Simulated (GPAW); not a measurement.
# Quasiparticle gap of WS2 (P6_3/mmc) in GPAW, part 2 of 2

Wanted: ground state, empty states, screening and self-energy for WS2 (P6_3/mmc).

GPAW 26.7.0; LDA and many-body steps on it, plane waves. Known limits of the many-body steps: not at the basis limit; no spin-orbit coupling; coarse k mesh.

So far. Step 3 (Bands along the symmetry lines): The gap is 0.901 eV, −0.107 eV from the run before at this level. Step 4 (Empty states on the mesh, 6×6×2 mesh, 151 bands): On this mesh the gap is 0.901 eV.

**5. Screening and self-energy, 6×6×2 mesh, 141 bands, screening to 70 eV**

G0W0 replaces the xc potential by the self-energy, built once from these orbitals. Only a window of levels is corrected, while the sums run over the empty bands that the input names.

This step: G0W0 on LDA, plane waves, PAW.

File run.py:

```python
import json
import numpy as np
from gpaw.mpi import world
from gpaw.response.g0w0 import G0W0

gw = G0W0('full.gpw',
    filename='gw',
    kpts=[0, 4, 8],
    bands=(24, 28),
    ecut=70,
    nbands=141,
    integrate_gamma='WS',
    ppa=True)
gw.calculate()
res = {mode: {k: v for k, v in r.items() if k != 'sigma_eskwn'}
       for mode, r in gw.all_results.items()}

if world.rank == 0:
    with open('result.json', 'w') as f:
        json.dump(res, f, default=lambda x: x.tolist())
```

Started as:

```sh
mpirun -n 8 gpaw python run.py
```

Numbers of over 12 decimals in the logs are rounded to 6 here.

What it wrote:

```text
Using integrator: PointIntegrator
FrequencyGridDescriptor(from 0.000+0.000j to 0.000+27.211j eV, 2 points)
Nonperiodic BCs:  [False False False]
Using integrator: PointIntegrator
FrequencyGridDescriptor(from 0.000+0.000j to 0.000+27.211j eV, 2 points)
Nonperiodic BCs:  [False False False]
  ___  _ _ _
 |   || | | |
 | | || | | |
 |__ ||_____|
 |___|

BZ k-points: Symmetries present (total): 12

  [... matrices ...]
72 k-points: 6 x 6 x 2 Monkhorst-Pack grid + [1/12,1/12,1/4]
14 k-points in the irreducible part of the Brillouin zone
       k-points in crystal coordinates                weights
   0:     0.00000000    0.00000000    0.00000000          1/72
   1:     0.00000000    0.00000000    0.50000000          1/72
   2:     0.16666667    0.00000000    0.00000000          6/72
   3:     0.16666667    0.00000000    0.50000000          6/72
   4:     0.33333333   -0.16666667    0.00000000          6/72
   5:     0.33333333   -0.16666667    0.50000000          6/72
   6:     0.33333333    0.00000000    0.00000000          6/72
   7:     0.33333333    0.00000000    0.50000000          6/72
   8:     0.33333333    0.33333333    0.00000000          2/72
   9:     0.33333333    0.33333333    0.50000000          2/72
          ...
  13:     0.50000000    0.50000000    0.50000000          3/72

Distributing spins, k-points and bands (1 x 3 x 4) over 8 processes
Number of blocks: 1

Quasi particle states:
k-points (IBZ indices): [0, 4, 8]
Band range: (24, 28)
  [... matrices ...]
Computational parameters:
Plane wave cut-off: 70 eV
Number of bands: 141
Coulomb cutoff: None
Broadening: 0.1 eV

fxc modes: GW
Kernel: RPA
Using Godby-Needs plasmon-pole approximation:
  Fitting energy: i*E0, E0 = 1.000 Hartree
Summing all q:

Calculating screened Coulomb potential
No Coulomb truncation
FrequencyGridDescriptor(from 0.000+0.000j to 0.000+27.211j eV, 2 points)
Removing empty qpoint cache files...

Calculating chi0 body with:
    Ground state adapter containing:
    Number of spins: 1
    Number of kpoints: 72
    Number of irreducible kpoints: 14
    Number of completely occupied states: 26
    Number of partially occupied states: 26
    Occupied states memory: 6.3984375 M / cpu

    Linear response parametrization:
    q_c: [1.3877787807814457e-17, 1.3877787807814457e-17, 0.0]
    Number of frequency points: 2
    Planewave cutoff: 70.0
    Number of bands: 141
    Number of planewaves: 149
    Broadening (eta): 1e-06
    comm.size: 8
    kncomm.size: 8
    blockcomm.size: 1

    Memory estimate of potentially large arrays:
        chi0_wGG: 0.677521 M / cpu
Integrating chi0 body.

Symmetries of q_c:
    Direct symmetries (Uq -> q): 12
    Indirect symmetries (TUq -> q): 0
In total 12 allowed symmetries.

  [... matrices ...]
14 groups of equivalent kpoints. 80.555556% reduction.

Integral kind: response function
Integrating chi0 head and wings.

Symmetries of q_c:
    Direct symmetries (Uq -> q): 12
    Indirect symmetries (TUq -> q): 0
In total 12 allowed symmetries.

  [... matrices ...]
14 groups of equivalent kpoints. 80.555556% reduction.

Integral kind: response function wings

Calculating chi0 body with:
    Ground state adapter containing:
    Number of spins: 1
    Number of kpoints: 72
    Number of irreducible kpoints: 14
    Number of completely occupied states: 26
    Number of partially occupied states: 26
[... the further q-points ...]

Results:
f:      Occupation numbers
eps:     KS-eigenvalues [eV]
vxc:     KS vxc [eV]
exx:     Exact exchange [eV]
sigma:   Self-energies [eV]
dsigma:  Self-energy derivatives
Z:       Renormalization factors
qp:      QP-energies [eV]

k-point 0 (0): (0.000, 0.000, 0.000)                GW
band       f     eps     vxc     exx   sigma  dsigma       Z      qp
                                                                   GW
  24   1.000   7.316 -17.296 -18.234   1.419  -0.258   0.795   7.699
  25   1.000   8.596 -19.140 -19.453   0.980  -0.260   0.794   9.125
  26   0.000  10.884 -18.688 -13.805  -3.513  -0.257   0.796  11.974
  27   0.000  10.884 -18.688 -13.805  -3.514  -0.257   0.796  11.974

k-point 1 (4): (0.333, -0.167, 0.000)                GW
band       f     eps     vxc     exx   sigma  dsigma       Z      qp
                                                                   GW
  24   1.000   7.045 -18.345 -19.549   1.739  -0.265   0.791   7.468
  25   1.000   7.067 -18.423 -19.571   1.706  -0.265   0.790   7.509
  26   0.000   9.496 -17.213 -12.994  -3.093  -0.247   0.802  10.399
  27   0.000  10.392 -19.007 -14.238  -3.423  -0.258   0.795  11.462

k-point 2 (8): (0.333, 0.333, 0.000)                GW
band       f     eps     vxc     exx   sigma  dsigma       Z      qp
                                                                   GW
  24   1.000   7.815 -18.176 -18.596   1.024  -0.256   0.796   8.296
  25   1.000   8.033 -18.809 -19.108   0.970  -0.257   0.795   8.567
  26   0.000   9.850 -20.285 -15.804  -3.034  -0.254   0.798  11.005
  27   0.000   9.850 -20.285 -15.804  -3.034  -0.254   0.798  11.005
```

Elapsed: 76 s, on 8 MPI ranks of Arm Neoverse V2, shared host; peak memory 2.9 GiB; 9.3 min of CPU time.

Numbers from this step:

```yaml
g0w0_gap_on_the_points_computed: 1.274 eV
least_direct_g0w0_gap_on_the_computed_points: 2.438 eV
z_at_the_valence_top: 0.7939
z_at_the_conduction_bottom: 0.8018
starting_gap_on_the_mesh: 0.9008 eV
k_of_the_valence_top: 0, 0, 0
k_of_the_conduction_bottom: 0.3333, -0.1667, 0
```

The gap on the mesh goes from 0.90 eV to 1.27 eV, a correction of +0.37 eV. The start differs from the 1.01 eV found before because the two sample other k points.

Limits: finite bands, cutoff and mesh; no spin-orbit coupling; coarse k mesh. v1 is the top filled band, c1 the lowest empty one. The levels before and after the correction (eV, zero at the valence-band top of each column):

```
           conduction bottom  valence top
Kohn-Sham               0.90         0.00
     G0W0               1.27         0.00
```

|  | level | energy (eV) |
| --- | --- | --- |
| Kohn-Sham | Γ v2 | -1.280 |
| Kohn-Sham | Γ v1 | 0.000 |
| Kohn-Sham | Γ c1-c2 | 2.288 |
| Kohn-Sham | (0.333 -0.167 0) v2 | -1.551 |
| Kohn-Sham | (0.333 -0.167 0) v1 | -1.528 |
| Kohn-Sham | (0.333 -0.167 0) c1 | 0.901 |
| Kohn-Sham | (0.333 -0.167 0) c2 | 1.796 |
| G0W0 | Γ v2 | -1.427 |
| G0W0 | Γ v1 | 0.000 |
| G0W0 | Γ c1-c2 | 2.849 |
| G0W0 | (0.333 -0.167 0) v2 | -1.658 |
| G0W0 | (0.333 -0.167 0) v1 | -1.617 |
| G0W0 | (0.333 -0.167 0) c1 | 1.274 |
| G0W0 | (0.333 -0.167 0) c2 | 2.336 |

**6. Where the time went**

Times are wall times on 8 MPI ranks of Arm Neoverse V2, shared host, good to a factor of about two.

```csv
step,time,share,memory (GiB)
ground state,9 s,7 %,1.4
bands along the symmetry lines,16 s,12 %,1.6
empty states on the mesh,27 s,21 %,1.7
screening and self-energy,76 s,59 %,2.9
```

**7. Results**

```yaml
lda_gap: 0.90 eV, indirect
g0w0_gap_on_the_mesh: 1.27 eV
gw_settings: 6×6×2 mesh, 141 bands, screening to 70 eV, Godby-Needs plasmon pole
known_limits: not at the basis limit; no spin-orbit coupling; coarse k mesh
```

G0W0 moves the gap on the mesh from 0.90 eV to 1.27 eV (+0.37 eV), with Z of 0.79 and 0.80 at the edges. Only 3 of the mesh's irreducible points were corrected, so a valley elsewhere could overtake. The dearest step here is «screening and self-energy». Bands and cutoff are finite, so the gap is not at the basis limit. The miss can reach some tenths of an eV and take either sign; the mesh is an error of its own. These stock PAW sets were not made for GW; the filled d or f shell of W lies in the frozen core, which bears on start and correction. In the G0W0 run levels were corrected at 3 k points alone, so a gap called «on the mesh» is the least over those, and an edge elsewhere would be missed. The 6×6×2 mesh is coarse for this cell, which bears on the long-range parts of exchange and screening. The many-body steps are scalar-relativistic: spin-orbit coupling is not in them.

[Paths, hosts, dates, memory and timing lines, banners, echoed tables and standing remarks are left out of the program output.]

[Logs are printed without paths, hosts, clocks, repeated set-up lines and the standing remarks that a program may print on its own settings, such as how far it seeks lower states.]

[Runs of the session that timed out or met a known fault of the program may be left out.]

[Hosts, paths, dates, database ids (printed as entryN), source tags and the programs' standing remarks are cut or masked in the printed files.]
